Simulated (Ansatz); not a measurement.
**linear Pb chain: period, moment and channels by functional**

How many channels does the linear Pb chain carry, and how sure is the answer?

Method: DFT PBE, plane waves, PAW; relaxation of a chain's period, in the first sound run; inputs show where later runs differ, in Ansatz 0.2.0.

This is a report of a sequence of runs, with most program output left out.

### Step 1. Starting point

The cell holds 1 atom: 1 Pb. Its edges and angles: a = 7.500 Å, b = 7.500 Å, c = 2.716 Å, α = 90.0°, β = 90.0°, γ = 90.0°. Vacuum lies along a and b. The structure's axis is c.

### Step 2. Relaxing the period, level PBE, cutoff 420 eV

Band widths follow the bond lengths, so the chain is relaxed first. The atoms and the third cell vector are free; the box across stays fixed as vacuum. Moments are seeded so that a magnetic state can form if it lies lower. A Fermi-Dirac smearing is set since the result may be a metal. The pressure printed is a third of the stress's trace over the whole box, vacuum included; only the stress along the axis is relaxed.

input.yaml reads:

```yaml
crystal:
  lattice:
    - [7.5, 0.0, 0.0]
    - [0.0, 7.5, 0.0]
    - [0.0, 0.0, 2.7156]
  atoms:
    - { symbol: Pb, position: [0.5, 0.5, 0.0], spin: 0.5 }
magnetization:
  spin_polarized: true
kpoints:
  mp_grid: { grid: [1, 1, 30] }
scf:
  occupations: { method: fermi_dirac, width: 0.05 }
hamiltonian:
  xc: pbe
relax:
  cell: { fix: [a, b, alpha, beta, gamma] }
  max_steps: 60
```

The run is started by

```sh
$ ansatz run input.yaml --threads 4 --pin off --max-ram 8192MiB --backend cpu --events-out ev --progress --plain --runs-dir out
```

Elapsed: 5.9 s, on 4 threads of Intel Xeon 6975P-C (Granite Rapids), shared host; peak memory 0.49 GiB; 17 s of CPU time.

Step by step:

| step | energy less that of the first step (eV) | largest force component (eV/Å) | pressure (GPa) | volume (Å³) |
| --- | --- | --- | --- | --- |
| 1 | 0.0000 | 0.0000 | 1.34 | 152.75 |
| 2 | -0.0816 | 0.0000 | 0.41 | 160.20 |
| 3 | -0.0870 | 0.0000 | 0.31 | 161.92 |
| 4 | -0.0896 | 0.0000 | 0.19 | 164.20 |
| 5* | -0.0899 | 0.0000 | 0.19 | 164.20 |

Relaxation steps marked * repeat the geometry before them on a plane-wave basis chosen anew for their cell, so energy and pressure can jump there.

```
cell as run  before  after  change
      c (Å)   2.716  2.919  +7.5 %
```

Final coordinates:

```cif
data_structure
_symmetry_space_group_name_H-M 'P 1'
_symmetry_Int_Tables_number 1
_cell_length_a 7.5000
_cell_length_b 7.5000
_cell_length_c 2.9191
_cell_angle_alpha 90.000
_cell_angle_beta 90.000
_cell_angle_gamma 90.000
_cell_volume 164.20
loop_
_atom_site_label
_atom_site_type_symbol
_atom_site_fract_x
_atom_site_fract_y
_atom_site_fract_z
_atom_site_occupancy
Pb1 Pb 0.50000 0.50000 0.00000 1
```

This step gave:

```
energy at zero smearing    : -11905.0816 eV
cell length along the wire : 2.919 Å
```

The cell's length comes to 2.919 Å with no moment.

### Step 3. Bands of the perfect wire, level PBE, k-mesh 1×1×28

This step: DFT PBE, plane waves, PAW; channels and complex bands of a perfect chain (Ansatz 0.2.0).

At the relaxed period the Bloch states of the perfect chain are found at each energy: those that move forward count the open channels, and those that decay describe how a disturbance dies away inside the wire itself. An energy step of 0.035 eV is under the 0.039 eV that the program asks for its thermal average at 300 K.

input.yaml reads:

```yaml
crystal:
  lattice:
    - [7.5, 0.0, 0.0]
    - [0.0, 7.5, 0.0]
    - [0.0, 0.0, 2.9190662862]
  atoms:
    - { symbol: Pb, position: [0.5, 0.5, 0.0] }
kpoints:
  mp_grid: { grid: [1, 1, 28] }
  band_path: { path: ["Γ", Z], npoints: 60 }
scf:
  occupations: { method: fermi_dirac, width: 0.05 }
hamiltonian:
  xc: pbe
output:
  transmission:
    e_range: [-2, 2]
    de: 0.035
    kmesh: [1, 1]
    reduced_basis: true
    leads: [[0, 0]]
  dos: { projected: true, e_range: [-6, 4] }
  write_potential: true
  write_density: true
  volumetric_format: npy
  elf: true
```

The job ended after 7.1 s (4 threads; peak memory 0.5 GiB; 22 s of CPU time).

Numbers from this step:

```yaml
energy_at_zero_smearing: -11905.0791 eV
channels_at_the_energy_nearest_the_fermi_level_one_spin: 3
conductance_of_the_lead_as_this_run_defines_it: 3.000 G₀
band_gap: 0 eV
```

Open channels of the lead, one spin against energy, zero at the Fermi level:

energy (eV), open channels of the lead, one spin and a bar from the least value:
```
   -2.000       1.00 
   -1.895       1.00 
   -1.790       1.00 
   -1.685       1.00 
   -1.615       1.00 
   -1.510       1.00 
   -1.405       1.00 
   -1.300       1.00 
   -1.195       1.00 
   -1.090       1.00 
   -0.985       1.00 
   -0.915       1.00 
   -0.810       1.00 
   -0.705       1.00 
   -0.600       3.00 ##############################
   -0.495       3.00 ##############################
   -0.390       3.00 ##############################
   -0.285       3.00 ##############################
   -0.215       3.00 ##############################
   -0.110       3.00 ##############################
   -0.005       3.00 ##############################
    0.100       3.00 ##############################
    0.205       3.00 ##############################
    0.310       3.00 ##############################
    0.415       3.00 ##############################
    0.485       3.00 ##############################
    0.590       3.00 ##############################
    0.695       3.00 ##############################
    0.800       3.00 ##############################
    0.905       3.00 ##############################
    1.010       3.00 ##############################
    1.115       3.00 ##############################
    1.185       3.00 ##############################
    1.290       3.00 ##############################
    1.395       3.00 ##############################
    1.500       3.00 ##############################
    1.605       3.00 ##############################
    1.710       3.00 ##############################
    1.815       3.00 ##############################
    1.885       3.00 ##############################
```

The slowest values at each energy, most degenerate partners merged, listed up to 1.5 1/Å. Table of Im kz of the slowest decaying states by energy, zero at the Fermi level:

```
energy (eV)  decay 1 (Å⁻¹)  decay 2 (Å⁻¹)  decay 3 (Å⁻¹)  decay 4 (Å⁻¹)
     -2.000          0.515           1.13           1.29           1.37
     -1.790          0.474           1.10           1.27           1.35
     -1.615          0.436           1.08           1.25           1.34
     -1.405          0.385           1.05           1.23           1.32
     -1.195          0.324           1.03           1.21           1.30
     -0.985          0.248          0.998           1.18           1.29
     -0.810          0.155          0.973           1.16           1.27
     -0.600          0.943           1.14           1.25           1.34
     -0.390          0.913           1.11           1.23           1.31
     -0.215          0.886           1.09           1.22           1.29
     -0.005          0.853           1.06           1.20           1.27
      0.205          0.819           1.04           1.18           1.25
      0.415          0.783           1.01           1.16           1.22
      0.590          0.752          0.986           1.14           1.20
      0.800          0.713          0.956           1.12           1.18
      1.010          0.672          0.926           1.10           1.15
      1.185          0.636          0.900           1.08           1.13
      1.395          0.589          0.868           1.06           1.11
      1.605          0.539          0.835           1.04           1.08
      1.815          0.483          0.800           1.01           1.05
```

Electronic bands along the path, in eV, zero at the Fermi level:

| point | band 6 | band 7 | band 8 | band 9 | band 10 | band 11 |
| --- | --- | --- | --- | --- | --- | --- |
| Γ | -9.52 | -0.70 | -0.70 | 2.68 | 4.18 | 5.73 |
| halfway | -8.40 | 0.56 | 0.56 | 3.18 | 3.81 | 5.25 |
| Z | -5.70 | -2.40 | 2.78 | 2.78 | 6.51 | 6.51 |

ELF in the ca plane at fractional y = 0.500, with atoms of Pb within 0.2 Å of it. It is the smooth field of the valence electrons, not physical close to the nuclei.

Ten even steps from '0' (0.00) to '9' (0.42), each cell a mean:
```
000000000000000
000000000000000
111111111111111
444333333333344
666655544555666
888877666677888
999998777789999
999999877899999
999999877899999
678998877889987
113798777789731
001489777798410
002698777789620
456898877889865
999998877889999
999999877899999
999998877889999
999887666678899
777666555566677
554444333344445
222222222222222
000000000000000
000000000000000
000000000000000
```
Columns run along c (2.9 Å), rows up along a (7.5 Å). Atoms in or near the plane, at fractional coordinates: Pb at (0.00, 0.50).

Electrostatic potential energy in the ca plane at fractional y = 0.500, with atoms of Pb within 0.2 Å of it. With pseudopotentials it is smooth inside the atoms' cores, unlike the true potential.

Ten even steps from '_' (-44 eV) to '@' (3 eV), each cell a mean:
```
@@@@@@@@@@@@@@@@@@@@@@@@@@@@@@
@@@@@@@@@@@@@@@@@@@@@@@@@@@@@@
@@@@@@@@@@@@@@@@@@@@@@@@@@@@@@
@@@@@@@@@@@@@@@@@@@@@@@@@@@@@@
@@@@@@@@@@@@@@@@@@@@@@@@@@@@@@
@@@@@@@@@@@@@@@@@@@@@@@@@@@@@@
@@@@@@@@@@@@@@@@@@@@@@@@@@@@@@
%%%%%%%%@@@@@@@@@@@@@@@@%%%%%%
==++**##%%%%@@@@@@@@%%%%##**++
____..::++##%%%%%%%%##++::..__
::..____..++%%%%%%%%++..____..
==--..____==##%%%%##==____..--
--::____..++##%%%%##++..____::
______..==##%%%%%%%%##==..____
::::==**##%%@@@@@@@@%%##**==::
####%%%%%%@@@@@@@@@@@@%%%%%%##
@@@@@@@@@@@@@@@@@@@@@@@@@@@@@@
@@@@@@@@@@@@@@@@@@@@@@@@@@@@@@
@@@@@@@@@@@@@@@@@@@@@@@@@@@@@@
@@@@@@@@@@@@@@@@@@@@@@@@@@@@@@
@@@@@@@@@@@@@@@@@@@@@@@@@@@@@@
@@@@@@@@@@@@@@@@@@@@@@@@@@@@@@
@@@@@@@@@@@@@@@@@@@@@@@@@@@@@@
@@@@@@@@@@@@@@@@@@@@@@@@@@@@@@
```
Columns run along c (2.9 Å; values clipped at the 3rd and 97th percentile), rows up along a (7.5 Å). Atoms in or near the plane, at fractional coordinates: Pb at (0.00, 0.50).

Valence density in the ca plane at fractional y = 0.500, with atoms of Pb within 0.2 Å of it. It is the smooth field of the valence electrons, not physical close to the nuclei.

Ten steps, logarithmic in the rise over the least value, from '_' (0.00 × 1e0 e/Å³) to '@' (9.84 × 1e0 e/Å³), each cell a mean:
```
______________________________
______________________________
______________________________
______________________________
______________________________
______________________________
........________________......
::::::::................::::::
======--::::........::::--====
##****++==--::::::::--==++****
@@%%%%**++==--::::--==++**%%%%
@@@@%%##**==--------==**##%%@@
@@@@%%##++==--::::--==++##%%@@
%%####**==--::::::::--==**####
++++====--::::....::::--====++
----::::::............::::::--
............________..........
______________________________
______________________________
______________________________
______________________________
______________________________
______________________________
______________________________
```
Columns run along c (2.9 Å), rows up along a (7.5 Å). Atoms in or near the plane, at fractional coordinates: Pb at (0.00, 0.50).

By hand: the program gives 4.1323 × 10^14 S/m² over the cell's cross-section of 56.25 Å² = 5.625 × 10^-19 m², so one cell conducts 2.324 × 10^-4 S. Divided by G0 = 2e²/h = 7.748 × 10^-5 S this is 3.00 G0, a resistance of 4.30 kΩ.

At the computed energy nearest the Fermi level there are 3 channels a spin, and the thermal average gives 3.00 G₀.

### Step 4. Relaxation of atoms and period

This step: DFT LDA, plane waves, PAW; relaxation of a chain's period (Ansatz 0.2.0).

The relaxation is repeated under another functional. LDA has no gradient terms and tends to overbind, so it marks the short end of the likely bond lengths.

input.yaml reads:

```yaml
crystal:
  lattice:
    - [7.5, 0.0, 0.0]
    - [0.0, 7.5, 0.0]
    - [0.0, 0.0, 2.7156]
  atoms:
    - { symbol: Pb, position: [0.5, 0.5, 0.0], spin: 0.5 }
magnetization:
  spin_polarized: true
kpoints:
  mp_grid: { grid: [1, 1, 30] }
scf:
  occupations: { method: fermi_dirac, width: 0.05 }
hamiltonian:
  xc: lda
relax:
  cell: { fix: [a, b, alpha, beta, gamma] }
  max_steps: 60
```

The job ended after 4.3 s (4 threads; peak memory 0.46 GiB).

The steps of the relaxation:

```
step  energy less that of the first step (eV)  largest force component (eV/Å)  pressure (GPa)  volume (Å³)
   1                                   0.0000                          0.0000            0.79       152.75
   2                                  -0.0218                          0.0000            0.13       157.59
   3                                  -0.0221                          0.0000            0.16       157.22
   4                                  -0.0221                          0.0000            0.19       156.98
  5*                                  -0.0222                          0.0000            0.19       156.98
```

Relaxation steps marked * repeat the geometry before them on a plane-wave basis chosen anew for their cell, so energy and pressure can jump there.

```csv
cell as run,before,after,change
c (Å),2.716,2.791,+2.8 %
```

The relaxed structure:

```xyz
1
Lattice="7.5000 0.0000 0.0000 0.0000 7.5000 0.0000 0.0000 0.0000 2.7908" Properties=species:S:1:pos:R:3
Pb    3.7500    3.7500    0.0000
```

The cell's length comes to 2.791 Å, -4.4 % against the first run, with no moment.

The cell grew by 2.8 % in its periodic edges.

### Step 5. The perfect wire, level LDA, k-mesh 1×1×29

This step: DFT LDA, plane waves, PAW; channels and complex bands of a perfect chain (Ansatz 0.2.0).

The channels are counted again under LDA, at the period that it gave.

input.yaml reads:

```yaml
crystal:
  lattice:
    - [7.5, 0.0, 0.0]
    - [0.0, 7.5, 0.0]
    - [0.0, 0.0, 2.7907792567]
  atoms:
    - { symbol: Pb, position: [0.5, 0.5, 0.0] }
kpoints:
  mp_grid: { grid: [1, 1, 29] }
  band_path: { path: ["Γ", Z], npoints: 60 }
scf:
  occupations: { method: fermi_dirac, width: 0.05 }
hamiltonian:
  xc: lda
output:
  transmission:
    e_range: [-2, 2]
    de: 0.035
    kmesh: [1, 1]
    reduced_basis: true
    leads: [[0, 0]]
  dos: { projected: true, e_range: [-6, 4] }
```

The job ended after 7.6 s (4 threads; peak memory 0.57 GiB).

The open channels of the lead, one spin by energy, zero at the Fermi level:

| energy (eV) | open channels of the lead, one spin |
| --- | --- |
| -2.00 | 1 |
| -1.90 | 1 |
| -1.79 | 1 |
| -1.69 | 1 |
| -1.58 | 1 |
| -1.48 | 1 |
| -1.37 | 1 |
| -1.23 | 1 |
| -1.12 | 1 |
| -1.02 | 1 |
| -0.92 | 1 |
| -0.81 | 1 |
| -0.70 | 3 |
| -0.60 | 3 |
| -0.49 | 3 |
| -0.39 | 3 |
| -0.28 | 3 |
| -0.18 | 3 |
| -0.07 | 3 |
| -0.01 | 3 |
| 0.07 | 3 |
| 0.17 | 3 |
| 0.28 | 3 |
| 0.38 | 3 |
| 0.48 | 3 |
| 0.59 | 3 |
| 0.69 | 3 |
| 0.80 | 3 |
| 0.91 | 3 |
| 1.01 | 3 |
| 1.11 | 3 |
| 1.22 | 3 |
| 1.36 | 3 |
| 1.47 | 3 |
| 1.57 | 3 |
| 1.68 | 3 |
| 1.78 | 3 |
| 1.89 | 3 |
| 1.99 | 3 |

At the computed energy nearest the Fermi level there are 3 channels a spin, and the thermal average gives 3.00 G₀.

### Step 6. Relaxation of atoms and period

This step: DFT PBEsol, plane waves, PAW; relaxation of a chain's period (Ansatz 0.2.0).

The relaxation is repeated under another functional. PBEsol weakens PBE's gradient terms and usually lands between LDA and PBE.

input.yaml reads:

```yaml
crystal:
  lattice:
    - [7.5, 0.0, 0.0]
    - [0.0, 7.5, 0.0]
    - [0.0, 0.0, 2.7156]
  atoms:
    - { symbol: Pb, position: [0.5, 0.5, 0.0], spin: 0.5 }
magnetization:
  spin_polarized: true
kpoints:
  mp_grid: { grid: [1, 1, 30] }
scf:
  occupations: { method: fermi_dirac, width: 0.05 }
hamiltonian:
  xc: pbesol
relax:
  cell: { fix: [a, b, alpha, beta, gamma] }
  max_steps: 60
```

The job ended after 4.3 s (4 threads; peak memory 0.48 GiB; 14 s of CPU time).

Step by step:

| step | energy less that of the first step (eV) | largest force component (eV/Å) | pressure (GPa) | volume (Å³) |
| --- | --- | --- | --- | --- |
| 1 | 0.0000 | 0.0000 | 1.01 | 152.75 |
| 2 | -0.0422 | 0.0000 | 0.20 | 159.31 |
| 3 | -0.0423 | 0.0000 | 0.19 | 159.46 |
| 4* | -0.0424 | 0.0000 | 0.19 | 159.46 |

Relaxation steps marked * repeat the geometry before them on a plane-wave basis chosen anew for their cell, so energy and pressure can jump there.

```
cell as run  before  after  change
      c (Å)   2.716  2.835  +4.4 %
```

The relaxed structure:

```
Pb
1.0
     7.50000    0.00000    0.00000
     0.00000    7.50000    0.00000
     0.00000    0.00000    2.83486
Pb
1
Direct
  0.50000 0.50000 0.00000
```

The cell's length comes to 2.835 Å, -2.9 % against the first run, with no moment.

The cell grew by 4.4 % in its periodic edges.

### Step 7. The wire at its relaxed period, level PBEsol, k-mesh 1×1×29

This step: DFT PBEsol, plane waves, PAW; channels and complex bands of a perfect chain (Ansatz 0.2.0).

The channels are counted again under PBEsol, at the period that it gave.

input.yaml reads:

```yaml
crystal:
  lattice:
    - [7.5, 0.0, 0.0]
    - [0.0, 7.5, 0.0]
    - [0.0, 0.0, 2.8348558562]
  atoms:
    - { symbol: Pb, position: [0.5, 0.5, 0.0] }
kpoints:
  mp_grid: { grid: [1, 1, 29] }
  band_path: { path: ["Γ", Z], npoints: 60 }
scf:
  occupations: { method: fermi_dirac, width: 0.05 }
hamiltonian:
  xc: pbesol
output:
  transmission:
    e_range: [-2, 2]
    de: 0.035
    kmesh: [1, 1]
    reduced_basis: true
    leads: [[0, 0]]
  dos: { projected: true, e_range: [-6, 4] }
```

Wall time 8.2 s (4 threads); peak memory 0.5 GiB; 28 s of CPU time.

The open channels of the lead, one spin by energy, zero at the Fermi level:

(Unchanged from step 5.)

At the computed energy nearest the Fermi level there are 3 channels a spin, and the thermal average gives 3.00 G₀.

### Step 8. Relaxation of atoms and period

This step: DFT RPBE, plane waves, PAW; relaxation of a chain's period (Ansatz 0.2.0).

The relaxation is repeated under another functional. RPBE strengthens the exchange enhancement and tends to longer, weaker bonds than PBE.

input.yaml reads:

```yaml
crystal:
  lattice:
    - [7.5, 0.0, 0.0]
    - [0.0, 7.5, 0.0]
    - [0.0, 0.0, 2.7156]
  atoms:
    - { symbol: Pb, position: [0.5, 0.5, 0.0], spin: 0.5 }
magnetization:
  spin_polarized: true
kpoints:
  mp_grid: { grid: [1, 1, 30] }
scf:
  occupations: { method: fermi_dirac, width: 0.05 }
hamiltonian:
  xc: rpbe
relax:
  cell: { fix: [a, b, alpha, beta, gamma] }
  max_steps: 60
```

It took 7.3 s on 4 threads; peak memory 0.5 GiB.

Relaxation path:

| step | energy less that of the first step (eV) | largest force component (eV/Å) | pressure (GPa) | volume (Å³) |
| --- | --- | --- | --- | --- |
| 1 | 0.0000 | 0.0000 | 1.53 | 152.75 |
| 2 | -0.1058 | 0.0000 | 0.58 | 160.20 |
| 3 | -0.1224 | 0.0000 | 0.41 | 163.21 |
| 4 | -0.1288 | 0.0000 | 0.13 | 167.09 |
| 5 | -0.1292 | 0.0000 | 0.20 | 166.27 |
| 6* | -0.1295 | 0.0000 | 0.20 | 166.27 |

Relaxation steps marked * repeat the geometry before them on a plane-wave basis chosen anew for their cell, so energy and pressure can jump there.

```
cell as run  before  after  change
      c (Å)   2.716  2.956  +8.9 %
```

Final coordinates:

```xyz
1
Lattice="7.5000 0.0000 0.0000 0.0000 7.5000 0.0000 0.0000 0.0000 2.9559" Properties=species:S:1:pos:R:3
Pb    3.7500    3.7500    0.0000
```

The cell's length comes to 2.956 Å, +1.3 % against the first run, with no moment.

The cell grew by 8.9 % in its periodic edges.

(Part 1 of 2 ends here.)

[Logs are printed without paths, hosts, clocks, repeated set-up lines and the standing remarks that a program may print on its own settings, such as how far it seeks lower states.]

[Hosts, paths, dates, database ids (printed as entryN), source tags and the programs' standing remarks are cut or masked in the printed files.]
